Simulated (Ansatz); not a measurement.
# Lattice dynamics of TiSeS monolayer, Janus, part 2 of 2

Aim: the phonons of TiSeS monolayer, Janus at a cell relaxed beforehand at this level. After the zone centre comes a 6×6×1 q mesh on a 18×18×1 k mesh.

Ansatz 0.2.0; DFT LDA, scalar-relativistic, plane waves, PAW.

So far, highest frequency on the path or at a solved wavevector (cm⁻¹): step 3 (phonons on a q mesh) 377.

### Step 4. Isotope substitution, element S, natural mass 32.06 amu

An isotope changes the mass and not the force constants, so no new electronic calculation is needed; the shifts show which modes move this element.

The same force constants with the mass of S changed from 32.060 to 33.968 u (phonopy, no LO-TO term). Both lists are sorted by frequency; levels can cross, so a row need not hold one and the same mode. Modes under 3 cm⁻¹ are left out. Isotope shifts, by row:

| q | rank | natural mass (cm⁻¹) | changed mass (cm⁻¹) |
| --- | --- | --- | --- |
| 0 0 0 | 4 | 134.9 | 134.7 |
| 0 0 0 | 5 | 134.9 | 134.7 |
| 0 0 0 | 6 | 240.8 | 235.8 |
| 0 0 0 | 7 | 240.8 | 235.8 |
| 0 0 0 | 8 | 250.4 | 247.7 |
| 0 0 0 | 9 | 377.4 | 372.9 |
| 0 0.1667 0 | 1 | 25.3 | 25.16 |
| 0 0.1667 0 | 2 | 60.78 | 60.48 |
| 0 0.1667 0 | 3 | 95.58 | 95.14 |
| 0 0.1667 0 | 4 | 141.9 | 141.6 |
| 0 0.1667 0 | 5 | 175.7 | 174.4 |
| 0 0.1667 0 | 6 | 243.4 | 240.7 |
| 0 0.1667 0 | 7 | 249.1 | 243.7 |
| 0 0.1667 0 | 8 | 290.1 | 285.6 |
| 0 0.1667 0 | 9 | 366.6 | 361.7 |
| 0 0.3333 0 | 1 | 76.84 | 76.49 |
| 0 0.3333 0 | 2 | 101.7 | 101.6 |
| 0 0.3333 0 | 3 | 124.2 | 123.9 |
| 0 0.3333 0 | 4 | 155.8 | 155.5 |
| 0 0.3333 0 | 5 | 214.9 | 212.7 |
| 0 0.3333 0 | 6 | 237.5 | 234.3 |
| 0 0.3333 0 | 7 | 240.3 | 235.4 |
| 0 0.3333 0 | 8 | 311.2 | 304.7 |
| 0 0.3333 0 | 9 | 359.1 | 355.1 |
| 0 -0.5 0 | 1 | -65.31 | -65.28 |
| 0 -0.5 0 | 2 | 104.4 | 104.1 |
| 0 -0.5 0 | 3 | 133.3 | 133.2 |
| 0 -0.5 0 | 4 | 167.3 | 167.2 |
| 0 -0.5 0 | 5 | 212.4 | 211.9 |
| 0 -0.5 0 | 6 | 230.2 | 224 |
| 0 -0.5 0 | 7 | 233.4 | 229.2 |
| 0 -0.5 0 | 8 | 316 | 308.1 |
| 0 -0.5 0 | 9 | 362.2 | 359.3 |

A mode of this element alone would shift by -2.85 %. The highest zone-centre frequency without the field goes from 377.4 to 372.9 cm⁻¹ (-1.2 %). The product of the frequency ratios over all optical modes at Γ is 0.934; the product rule, (m/m′)^(3k/2) (M′/M)^(3/2) with k = 1 such atoms and M the mass of the cell, gives 0.934.

### Step 5. Isotope substitution, element Se, natural mass 78.971 amu

The same for Se, from 78.97 to 81.92 u.

The same force constants with the mass of Se changed from 78.971 to 81.917 u (phonopy, no LO-TO term). Both lists are sorted by frequency; levels can cross, so a row need not hold one and the same mode. Modes under 3 cm⁻¹ are left out. Isotope shifts, by row:

```
         q  rank  natural mass (cm⁻¹)  changed mass (cm⁻¹)
     0 0 0     4                134.9                133.8
     0 0 0     5                134.9                133.8
     0 0 0     6                240.8                240.7
     0 0 0     7                240.8                240.7
     0 0 0     8                250.4                248.3
     0 0 0     9                377.4                377.2
0 0.1667 0     1                 25.3                25.06
0 0.1667 0     2                60.78                60.22
0 0.1667 0     3                95.58                94.56
0 0.1667 0     4                141.9                140.6
0 0.1667 0     5                175.7                174.5
0 0.1667 0     6                243.4                241.3
0 0.1667 0     7                249.1                  249
0 0.1667 0     8                290.1                  290
0 0.1667 0     9                366.6                366.5
0 0.3333 0     1                76.84                76.12
0 0.3333 0     2                101.7                100.7
0 0.3333 0     3                124.2                123.3
0 0.3333 0     4                155.8                153.4
0 0.3333 0     5                214.9                213.8
0 0.3333 0     6                237.5                235.9
0 0.3333 0     7                240.3                240.1
0 0.3333 0     8                311.2                311.2
0 0.3333 0     9                359.1                359.1
  0 -0.5 0     1               -65.31               -64.94
  0 -0.5 0     2                104.4                103.5
  0 -0.5 0     3                133.3                131.8
  0 -0.5 0     4                167.3                164.5
  0 -0.5 0     5                212.4                210.6
  0 -0.5 0     6                230.2                229.9
  0 -0.5 0     7                233.4                232.8
  0 -0.5 0     8                  316                  316
  0 -0.5 0     9                362.2                362.2
```

A mode of this element alone would shift by -1.81 %. The highest zone-centre frequency without the field goes from 377.4 to 377.2 cm⁻¹ (-0.0 %). The product of the frequency ratios over all optical modes at Γ is 0.973; the product rule, (m/m′)^(3k/2) (M′/M)^(3/2) with k = 1 such atoms and M the mass of the cell, gives 0.973.

### Step 6. Another isotope, element Ti, natural mass 47.867 amu

The same for Ti, from 47.87 to 49.94 u.

The same force constants with the mass of Ti changed from 47.867 to 49.945 u (phonopy, no LO-TO term). Both lists are sorted by frequency; levels can cross, so a row need not hold one and the same mode. Modes under 3 cm⁻¹ are left out. Isotope shifts, by row:

```csv
q,rank,natural mass (cm⁻¹),changed mass (cm⁻¹)
0 0 0,4,134.9,133.6
0 0 0,5,134.9,133.6
0 0 0,6,240.8,239.7
0 0 0,7,240.8,239.7
0 0 0,8,250.4,249.6
0 0 0,9,377.4,373.1
0 0.1667 0,1,25.3,25.14
0 0.1667 0,2,60.78,60.34
0 0.1667 0,3,95.58,95.01
0 0.1667 0,4,141.9,140.5
0 0.1667 0,5,175.7,174.4
0 0.1667 0,6,243.4,242.7
0 0.1667 0,7,249.1,248
0 0.1667 0,8,290.1,287.6
0 0.1667 0,9,366.6,362.7
0 0.3333 0,1,76.84,76.26
0 0.3333 0,2,101.7,100.8
0 0.3333 0,3,124.2,123
0 0.3333 0,4,155.8,155.3
0 0.3333 0,5,214.9,213.2
0 0.3333 0,6,237.5,235.9
0 0.3333 0,7,240.3,239.9
0 0.3333 0,8,311.2,309.6
0 0.3333 0,9,359.1,354.8
0 -0.5 0,1,-65.31,-64.39
0 -0.5 0,2,104.4,103.4
0 -0.5 0,3,133.3,132.4
0 -0.5 0,4,167.3,167
0 -0.5 0,5,212.4,210.4
0 -0.5 0,6,230.2,230.2
0 -0.5 0,7,233.4,232.2
0 -0.5 0,8,316,315.3
0 -0.5 0,9,362.2,357
```

A mode of this element alone would shift by -2.10 %. The highest zone-centre frequency without the field goes from 377.4 to 373.1 cm⁻¹ (-1.1 %). The product of the frequency ratios over all optical modes at Γ is 0.957; the product rule, (m/m′)^(3k/2) (M′/M)^(3/2) with k = 1 such atoms and M the mass of the cell, gives 0.957.

### Step 7. Outcome

| Item | Value |
| --- | --- |
| space group (within 0.01 Å) | P3m1 |
| area per atom | 3.28 Å² |
| electronic character | no gap on this mesh |
| highest optical mode at the zone centre (no LO-TO term) | 377 cm⁻¹ |
| lowest optical zone-centre mode | 135 cm⁻¹ |
| lowest mode on the q mesh (acoustic modes at Γ apart) | -65.3 cm⁻¹ |
| highest frequency on the path or at a solved wavevector | 377 cm⁻¹ |
| imaginary modes on the 6×6×1 q mesh | yes |

**Reading.** Modes are clearly imaginary (beyond 10i cm⁻¹) at 1 of the 7 irreducible wavevectors, most at q = (0, -0.5, 0) (65.3i cm⁻¹), so this structure is not a minimum of the energy. The optical modes at Γ span 135 to 377 cm⁻¹. With no gap, or one that is small against the smearing, the frequencies hang on the k mesh and the smearing, most of all near Kohn anomalies. In a sheet or slab the interpolated bending branch near Γ is rough, since the rotational sum rule isn't imposed. A semilocal functional can close a gap that the real compound would have, so the metallic treatment may be an artefact of the level. A phonon run warned that its eigensolver left some bands unconverged in a pass. The starting cell was built on a prototype and not taken from a measurement. These are harmonic frequencies at zero temperature: anharmonic shifts, linewidths and thermal expansion are left out.

[Logs are printed without paths, hosts, clocks, repeated set-up lines and the standing remarks that a program may print on its own settings, such as how far it seeks lower states.]

[Hosts, paths, dates, database ids (printed as entryN), source tags and the programs' standing remarks are cut or masked in the printed files.]
